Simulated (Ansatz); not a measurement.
# NaF (Villiaumite, Fm-3m): converging a phonon calculation, part 2 of 3

How do the frequencies of NaF (Villiaumite, Fm-3m) move with q mesh, k mesh and cutoff?

Ansatz 0.2.0; DFT PBEsol, scalar-relativistic, plane waves, PAW.

So far, highest frequency on the path or at a solved wavevector (cm⁻¹): step 3 (phonons on a q mesh) 400; step 4 (q mesh 2×2×2) 400. The relaxed cell has a = 4.629 Å (conventional setting).

**8. Another k mesh, k-mesh 2×2×2, q mesh 2×2×2**

The k mesh is changed to 2×2×2 on a small fixed q mesh, to find the coarsest that serves.

The input, input.yaml:

```yaml
crystal:
  lattice:
    - [0.0, 2.3145907857, 2.3145907857]
    - [2.3145907857, 0.0, 2.3145907857]
    - [2.3145907857, 2.3145907857, 0.0]
  atoms:
    - { symbol: Na, position: [0.0, 0.0, 0.0] }
    - { symbol: F, position: [0.5, 0.5, 0.5] }
kpoints:
  mp_grid: { grid: [2, 2, 2] }
hamiltonian:
  xc: pbesol
scf:
  occupations: { method: fixed }
output:
  eigenvalues: true
phonons:
  method: dfpt
  dielectric: true
  rigid_motions: translations
  qmesh: [2, 2, 2]
  temperatures: { t_max: 1000, t_step: 50 }
  qpath:
    path:
      - [[0.0, 0.0, 0.0], [0.5, 0.0, 0.5], [0.625, 0.25, 0.625]]
      - [[0.375, 0.375, 0.75], [0.0, 0.0, 0.0], [0.5, 0.5, 0.5], [0.5, 0.25, 0.75], [0.5, 0.0, 0.5]]
    npoints: 10
```

Launch:

```console
$ ansatz run input.yaml --threads 4 --pin off --max-ram 7168MiB --backend cpu --events-out ev --progress --plain --runs-dir out
```

Numbers of over 12 decimals in the logs are rounded to 6 here.

Log:

```text
[...]
Crystal: 2 atoms, lattice volume = 24.800 Å³
Basis set: ecut = 420 eV, 531 PW (Γ), exchange–correlation on 48×48×48 points (8 copies of the dense FFT grid, shifted against one another)
Bands: 12, of which v1, the nominal top of the filled ones, is band 8 counted from 1 (7 counted from 0)
Symmetry: 48 space group operations
k-points: 4 of 8 (irreducible under 8 space group operations)
[...]
SCF iter   1: F=—  HF=-2278.791608 eV  |F-HF|=—  |Δ(HF+E_count)|=         —  Δρ=6.14e-3  dr2=3.71e-3  ethr=1.77e-3  ⟨swp⟩=4.8  Hψ=239  notcnv=0  defer=4
[...]
SCF iter   7: F=-2278.789920 eV  HF=-2278.789920 eV  |F-HF|=3.27e-11  |Δ(HF+E_count)|=   8.76e-9  Δρ=5.70e-7  dr2=3.59e-11  ethr=1.00e-12  ⟨swp⟩=5.2  Hψ=287  notcnv=0
SCF 1 converged in 7 iterations: F = -2278.789920 eV  dr2 = 3.59e-11
[...]
DFPT response loops at Γ: preconditioner auto → none (the input reference at scf.mixing.eps_inf says where Resta's filter doesn't serve); β = 0.50; Broyden in place of MSR1
── the response to a field inside a basis, on 4×4×4 k-points: an SCF that follows is theirs, and a resumed run solves both again ──
Bands: 9, of which v1, the nominal top of the filled ones, is band 8 counted from 1 (7 counted from 0)
k-points: 10 of 64 (irreducible under 12 space group operations)
[...]
Eigensolver: Dense (10 Hₖ)
SCF iter   1: F=—  HF=-2278.929092 eV  |F-HF|=—  |Δ(HF+E_count)|=         —  Δρ=6.63e-3  dr2=1.01e-2  ethr=1.00e-1
[...]
SCF iter   5: F=-2278.926619 eV  HF=-2278.926619 eV  |F-HF|=1.90e-8  |Δ(HF+E_count)|=   7.98e-7  Δρ=9.67e-6  dr2=1.14e-8  ethr=2.17e-9
SCF 1 converged in 5 iterations: F = -2278.926619 eV  dr2 = 1.14e-8
[...]
WARN: field response: ε∞ stands inside a basis, on 4×4×4 points; the force constants stand on the 2×2×2 k-mesh, whose period is 11.06 times the interband length at k = (0.0000, 0.0000, 0.0000), direct gap 6.102 eV, under 14: take them and everything formed from them as unconverged, and compare with a denser kpoints.mp_grid
[...]
SCF converged after 7 iterations
Free energy (F): -2278.789920 eV
[...]
Internal energy: -2278.789920 eV  (E = F + TS)
E sigma→0 (E₀):  -2278.789920 eV
Fermi energy:    1.113091 eV
[...]
--- Band table (eV) ---
  k-point 0: bands = [... 4 lower, -17.8539, 1.1131, 1.1131, 1.1131, 7.2154, 19.8493, 19.8493, 19.8493]
  k-point 1: bands = [... 4 lower, -16.9840, -0.5311, 0.8516, 0.8516, 11.6548, 13.4204, 21.0172, 21.0172]
  k-point 2: bands = [... 4 lower, -17.6783, -0.2123, 0.6945, 0.6945, 14.0662, 14.1253, 14.5648, 20.7081]
  k-point 3: bands = [... 4 lower, -17.6783, -0.2123, 0.6945, 0.6945, 14.0662, 14.1253, 14.5648, 20.7081]
--- Phonons (Γ-DFPT): 2 representative perturbations + reference, on 4 of 8 k-points (Σ response iterations 7) ---
  k mesh reduced under 8 symmetry operations, with k and −k counted as one. Each operation leaves every solved perturbation unchanged. A smaller set is not considered because the run solves the response to a homogeneous field
  ASR residual: 3.832e-4 → 0.000e0 eV/Å²; symmetrization residual: 8.354e-7 eV/Å²
  ASR residual per site (eV/Å²): 1.84e-4 3.83e-4
  Γ frequencies (cm⁻¹): 0.00 0.00 0.00 232.81 232.81 232.81
  ε∞ (high-frequency dielectric tensor):
        1.895310     0.000000    -0.000000
        0.000000     1.895310     0.000000
       -0.000000     0.000000     1.895310
  ε⁰ (static dielectric tensor: ions relaxed, cell fixed):
        5.500249    -0.000000     0.000000
       -0.000000     5.500249     0.000000
        0.000000     0.000000     5.500249
  ε⁰ − ε∞ (ionic part):
        3.604939    -0.000000     0.000000
       -0.000000     3.604939     0.000000
        0.000000     0.000000     3.604939
  softest optical mode at Γ: 232.81 cm⁻¹; the repairs (sum rule, projections) moved no ω² at Γ by more than (2.36 cm⁻¹)²
  Born effective charges Z* (e; rows j = field, columns β = displacement):
    site 0:
         1.01212   -0.00000    0.00000
        -0.00000    1.01212    0.00000
         0.00000    0.00000    1.01212
    site 1:
        -1.01212    0.00000   -0.00000
         0.00000   -1.01212   -0.00000
        -0.00000   -0.00000   -1.01212
  Z* charge neutrality: 9.536e-5 e pre-enforcement
  solved inside a basis spanned on kpoints, on 4×4×4 k-points, its susceptibility summed on 8×8×8: ε∞ is read to err by 2.7e-3, Z* by 4.5e-2 e (field_mesh: kpoints solves on kpoints); Z* is corrected for what the basis lacks
  optical modes at Γ without the LO–TO term, one row a degenerate level:
      ω (cm⁻¹)  modes    IR ((D/Å)²/amu)
        232.81      3             6.8159
  optical modes at Γ + LO–TO along q̂ = [1.0000, 0.0000, 0.0000]:
      ω (cm⁻¹)  modes    IR ((D/Å)²/amu)
        232.81      2             4.5439
        396.60      1             2.2720
  optical modes at Γ + LO–TO along q̂ = [0.0000, 1.0000, 0.0000]:
      ω (cm⁻¹)  modes    IR ((D/Å)²/amu)
        232.81      2             4.5439
        396.60      1             2.2720
  optical modes at Γ + LO–TO along q̂ = [0.0000, 0.0000, 1.0000]:
      ω (cm⁻¹)  modes    IR ((D/Å)²/amu)
        232.81      2             4.5439
        396.60      1             2.2720
--- Phonons (arbitrary-q DFPT): 3 irreducible q on the 2×2×2 mesh ---
[...]
interpolated dispersion: 63 rows × 6 modes
[...]
```

Run time: 5.1 s. Hardware: 4 threads of Arm Neoverse V1, shared host; peak memory 0.35 GiB; 16 s of CPU time.

The run finished; it serves as a test, and its numbers are not taken as the result.

**9. Another k mesh, k-mesh 4×4×4, q mesh 2×2×2**

The k mesh is changed to 4×4×4 on a small fixed q mesh, to find the coarsest that serves.

input.yaml, as its differences from that of step 8:

```diff
@@ -9,3 +9,3 @@
 kpoints:
-  mp_grid: { grid: [2, 2, 2] }
+  mp_grid: { grid: [4, 4, 4] }
 hamiltonian:
```

Log:

```text
[...]
Crystal: 2 atoms, lattice volume = 24.800 Å³
Basis set: ecut = 420 eV, 531 PW (Γ), exchange–correlation on 48×48×48 points (8 copies of the dense FFT grid, shifted against one another)
Bands: 12, of which v1, the nominal top of the filled ones, is band 8 counted from 1 (7 counted from 0)
Symmetry: 48 space group operations
k-points: 13 of 64 (irreducible under 8 space group operations, time reversal used)
[...]
SCF iter   1: F=—  HF=-2278.929024 eV  |F-HF|=—  |Δ(HF+E_count)|=         —  Δρ=1.15e-2  dr2=2.00e-2  ethr=1.77e-3  ⟨swp⟩=4.8  Hψ=761  notcnv=0  defer=22
[...]
SCF iter   8: F=-2278.921740 eV  HF=-2278.921740 eV  |F-HF|=0.00e0  |Δ(HF+E_count)|=  7.09e-11  Δρ=4.82e-8  dr2=3.40e-13  ethr=1.00e-12  ⟨swp⟩=7.0  Hψ=857  notcnv=0
SCF 1 converged in 8 iterations: F = -2278.921740 eV  dr2 = 3.40e-13
[...]
Bands: 9, of which v1, the nominal top of the filled ones, is band 8 counted from 1 (7 counted from 0)
k-points: 10 of 64 (irreducible under 12 space group operations)
[...]
Eigensolver: Dense (10 Hₖ)
SCF iter   1: F=—  HF=-2278.925026 eV  |F-HF|=—  |Δ(HF+E_count)|=         —  Δρ=7.37e-4  dr2=1.91e-5  ethr=1.00e-1
[...]
SCF iter   4: F=-2278.925036 eV  HF=-2278.925036 eV  |F-HF|=9.40e-9  |Δ(HF+E_count)|=   4.64e-7  Δρ=9.75e-6  dr2=6.53e-9  ethr=7.94e-9
SCF 1 converged in 4 iterations: F = -2278.925036 eV  dr2 = 6.53e-9
[...]
SCF converged after 8 iterations
Free energy (F): -2278.921740 eV
[...]
Internal energy: -2278.921740 eV  (E = F + TS)
E sigma→0 (E₀):  -2278.921740 eV
Fermi energy:    0.950807 eV
[...]
--- Band table (eV; the first three rows and the last of 13) ---
  k-point 0: bands = [... 4 lower, -17.8127, 0.9508, 0.9508, 0.9508, 7.1484, 19.8046, 19.8046, 19.8046]
  k-point 1: bands = [... 4 lower, -17.3292, 0.0370, 0.8206, 0.8206, 9.0187, 15.9434, 20.5817, 20.5817]
  k-point 2: bands = [... 4 lower, -17.0578, -0.6660, 0.6930, 0.6930, 11.5899, 13.3197, 20.9830, 20.9830]
  k-point 12: bands = [... 4 lower, -17.3671, 0.0601, 0.0601, 0.3703, 14.0102, 14.0102, 16.1368, 17.7654]
[...]
ASR residual: 7.464e-6 → 0.000e0 eV/Å²; symmetrization residual: 2.723e-6 eV/Å²
  ASR residual per site (eV/Å²): 2.11e-8 7.46e-6
  Γ frequencies (cm⁻¹): 0.00 0.00 0.00 239.30 239.30 239.30
  ε∞ (high-frequency dielectric tensor):
        1.895342    -0.000000     0.000000
       -0.000000     1.895342    -0.000000
        0.000000    -0.000000     1.895342
  ε⁰ (static dielectric tensor: ions relaxed, cell fixed):
        5.301994     0.000000     0.000000
        0.000000     5.301994     0.000000
        0.000000     0.000000     5.301994
  ε⁰ − ε∞ (ionic part):
        3.406653     0.000000     0.000000
        0.000000     3.406653     0.000000
        0.000000     0.000000     3.406653
[...]
Born effective charges Z* (e; rows j = field, columns β = displacement):
    site 0:
         1.01131    0.00000    0.00000
        -0.00000    1.01131   -0.00000
        -0.00000   -0.00000    1.01131
    site 1:
        -1.01131   -0.00000   -0.00000
         0.00000   -1.01131    0.00000
         0.00000    0.00000   -1.01131
  Z* charge neutrality: 1.349e-3 e pre-enforcement
[...]
optical modes at Γ without the LO–TO term, one row a degenerate level:
      ω (cm⁻¹)  modes    IR ((D/Å)²/amu)
        239.30      3             6.8050
  optical modes at Γ + LO–TO along q̂ = [1.0000, 0.0000, 0.0000]:
      ω (cm⁻¹)  modes    IR ((D/Å)²/amu)
        239.30      2             4.5366
        400.24      1             2.2683
  optical modes at Γ + LO–TO along q̂ = [0.0000, 1.0000, 0.0000]:
      ω (cm⁻¹)  modes    IR ((D/Å)²/amu)
        239.30      2             4.5366
        400.24      1             2.2683
  optical modes at Γ + LO–TO along q̂ = [0.0000, 0.0000, 1.0000]:
      ω (cm⁻¹)  modes    IR ((D/Å)²/amu)
        239.30      2             4.5366
        400.24      1             2.2683
--- Phonons (arbitrary-q DFPT): 3 irreducible q on the 2×2×2 mesh ---
[...]
interpolated dispersion: 63 rows × 6 modes
[...]
```

Wall time 4.9 s (4 threads); peak memory 0.34 GiB; 15 s of CPU time.

The run finished; it serves as a test, and its numbers are not taken as the result.

**10. Another k mesh, k-mesh 6×6×6, q mesh 2×2×2**

The k mesh is changed to 6×6×6 on a small fixed q mesh, to find the coarsest that serves.

input.yaml, as its differences from that of step 9:

```diff
@@ -9,3 +9,3 @@
 kpoints:
-  mp_grid: { grid: [4, 4, 4] }
+  mp_grid: { grid: [6, 6, 6] }
 hamiltonian:
```

Log:

```text
[...]
Crystal: 2 atoms, lattice volume = 24.800 Å³
Basis set: ecut = 420 eV, 531 PW (Γ), exchange–correlation on 48×48×48 points (8 copies of the dense FFT grid, shifted against one another)
Bands: 12, of which v1, the nominal top of the filled ones, is band 8 counted from 1 (7 counted from 0)
Symmetry: 48 space group operations
k-points: 30 of 216 (irreducible under 8 space group operations, time reversal used)
[...]
optical modes at Γ + LO–TO along q̂ = [0.0000, 1.0000, 0.0000]:
      ω (cm⁻¹)  modes    IR ((D/Å)²/amu)
        239.34      2             4.5435
        400.49      1             2.2717
  optical modes at Γ + LO–TO along q̂ = [0.0000, 0.0000, 1.0000]:
      ω (cm⁻¹)  modes    IR ((D/Å)²/amu)
        239.34      2             4.5435
        400.49      1             2.2717
--- Phonons (arbitrary-q DFPT): 3 irreducible q on the 2×2×2 mesh ---
[...]
interpolated dispersion: 63 rows × 6 modes
[...]
[key lines of the parts left out:]
SCF converged after 8 iterations
Free energy (F): -2278.922286 eV
Fermi energy:    0.949709 eV
```

Wall time 4.2 s (4 threads); peak memory 0.38 GiB.

The highest optical mode at the zone centre (no LO-TO term) is 239.3 cm⁻¹, +0.0 cm⁻¹ against the base run.

**11. Another k mesh, q mesh 2×2×2**

The k mesh is changed to 8×8×8 on a small fixed q mesh, to find the coarsest that serves.

input.yaml, as its differences from that of step 10:

```diff
@@ -9,3 +9,3 @@
 kpoints:
-  mp_grid: { grid: [6, 6, 6] }
+  mp_grid: { grid: [8, 8, 8] }
 hamiltonian:
```

Log:

```text
[...]
Crystal: 2 atoms, lattice volume = 24.800 Å³
Basis set: ecut = 420 eV, 531 PW (Γ), exchange–correlation on 48×48×48 points (8 copies of the dense FFT grid, shifted against one another)
Bands: 12, of which v1, the nominal top of the filled ones, is band 8 counted from 1 (7 counted from 0)
Symmetry: 48 space group operations
k-points: 59 of 512 (irreducible under 8 space group operations, time reversal used)
[...]
optical modes at Γ + LO–TO along q̂ = [0.0000, 1.0000, 0.0000]:
      ω (cm⁻¹)  modes    IR ((D/Å)²/amu)
        239.34      2             4.5435
        400.47      1             2.2717
  optical modes at Γ + LO–TO along q̂ = [0.0000, 0.0000, 1.0000]:
      ω (cm⁻¹)  modes    IR ((D/Å)²/amu)
        239.34      2             4.5435
        400.47      1             2.2717
--- Phonons (arbitrary-q DFPT): 3 irreducible q on the 2×2×2 mesh ---
[...]
interpolated dispersion: 63 rows × 6 modes
[...]
[key lines of the parts left out:]
SCF converged after 8 iterations
Free energy (F): -2278.922428 eV
Fermi energy:    0.949745 eV
```

Elapsed: 7.1 s, on 4 threads; peak memory 0.41 GiB; 26 s of CPU time.

The highest optical mode at the zone centre (no LO-TO term) is 239.3 cm⁻¹, +0.0 cm⁻¹ against the base run.

**12. Another k mesh, k-mesh 12×12×12, q mesh 2×2×2**

The k mesh is changed to 12×12×12 on a small fixed q mesh, to find the coarsest that serves.

input.yaml, as its differences from that of step 11:

```diff
@@ -9,3 +9,3 @@
 kpoints:
-  mp_grid: { grid: [8, 8, 8] }
+  mp_grid: { grid: [12, 12, 12] }
 hamiltonian:
```

Log:

```text
[...]
Crystal: 2 atoms, lattice volume = 24.800 Å³
Basis set: ecut = 420 eV, 531 PW (Γ), exchange–correlation on 48×48×48 points (8 copies of the dense FFT grid, shifted against one another)
Bands: 12, of which v1, the nominal top of the filled ones, is band 8 counted from 1 (7 counted from 0)
Symmetry: 48 space group operations
k-points: 163 of 1728 (irreducible under 8 space group operations, time reversal used)
[...]
optical modes at Γ + LO–TO along q̂ = [0.0000, 1.0000, 0.0000]:
      ω (cm⁻¹)  modes    IR ((D/Å)²/amu)
        239.34      2             4.5435
        400.47      1             2.2717
  optical modes at Γ + LO–TO along q̂ = [0.0000, 0.0000, 1.0000]:
      ω (cm⁻¹)  modes    IR ((D/Å)²/amu)
        239.34      2             4.5435
        400.47      1             2.2717
--- Phonons (arbitrary-q DFPT): 3 irreducible q on the 2×2×2 mesh ---
[...]
interpolated dispersion: 63 rows × 6 modes
[...]
[key lines of the parts left out:]
SCF converged after 8 iterations
Free energy (F): -2278.922385 eV
Fermi energy:    0.949728 eV
```

The job ended after 18 s (4 threads; peak memory 0.59 GiB; 69 s of CPU time).

The highest optical mode at the zone centre (no LO-TO term) is 239.3 cm⁻¹, +0.0 cm⁻¹ against the base run.

**13. Comparing the runs**

Times are for 4 threads of Arm Neoverse V1, shared host. Results by setting:

```csv
no.,k-mesh,lowest mode on the q mesh (acoustic modes at Γ apart) (cm⁻¹),highest frequency on the path or at a solved wavevector (cm⁻¹),time,memory (GiB)
1,6×6×6,141.2,400.5,4.2 s,0.38
2,8×8×8,141.2,400.5,7.1 s,0.41
3,12×12×12,141.2,400.5,18 s,0.59
```

The runs together. Phonon density of states against wavenumber; read off at these points; values in 1/cm⁻¹/cell:

```csv
wavenumber (cm⁻¹),6×6×6 = 12×12×12,8×8×8
2,0,0
12,4.0e-5,4.0e-5
22,2.3e-4,2.3e-4
32,4.6e-4,4.6e-4
48,0.00105,0.00105
58,0.0016,0.0016
68,0.00229,0.00229
78,0.00313,0.00313
88,0.00423,0.00423
98,0.00556,0.00556
112,0.00832,0.00833
122,0.0109,0.0109
132,0.0150,0.0150
142,0.0241,0.0241
152,0.0267,0.0267
162,0.0303,0.0303
168,0.0366,0.0366
178,0.0245,0.0245
188,0.0183,0.0183
198,0.0308,0.0308
208,0.0333,0.0333
218,0.0365,0.0365
228,0.0372,0.0372
242,0.0561,0.0561
248,0.0575,0.0575
252,0.0447,0.0447
258,0.0528,0.0529
262,0.0302,0.0301
272,0.0231,0.0231
282,0.0142,0.0141
292,0.0101,0.0101
308,0.00855,0.00855
318,0.00749,0.00749
328,0.00669,0.00669
338,0.00597,0.00597
348,0.00531,0.00531
358,0.00466,0.00466
372,0.00366,0.00366
382,0.00286,0.00286
392,0.00186,0.00186
402,0,0
```

The runs together, line C_V. Table of C_V, 6×6×6 = 8×8×8 = 12×12×12 by temperature:

```csv
temperature (K),"C_V, 6×6×6 = 8×8×8 = 12×12×12 (J/mol-atom/K)"
0,0
50,3.15
100,12.0
150,17.4
200,20.2
250,21.8
300,22.7
350,23.2
400,23.6
450,23.9
500,24.1
550,24.2
600,24.3
650,24.4
700,24.5
750,24.6
800,24.6
850,24.6
900,24.7
950,24.7
1000,24.7
```

[end of part 2 of 3]

[Logs are printed without paths, hosts, clocks, repeated set-up lines and the standing remarks that a program may print on its own settings, such as how far it seeks lower states.]

[Hosts, paths, dates, database ids (printed as entryN), source tags and the programs' standing remarks are cut or masked in the printed files.]
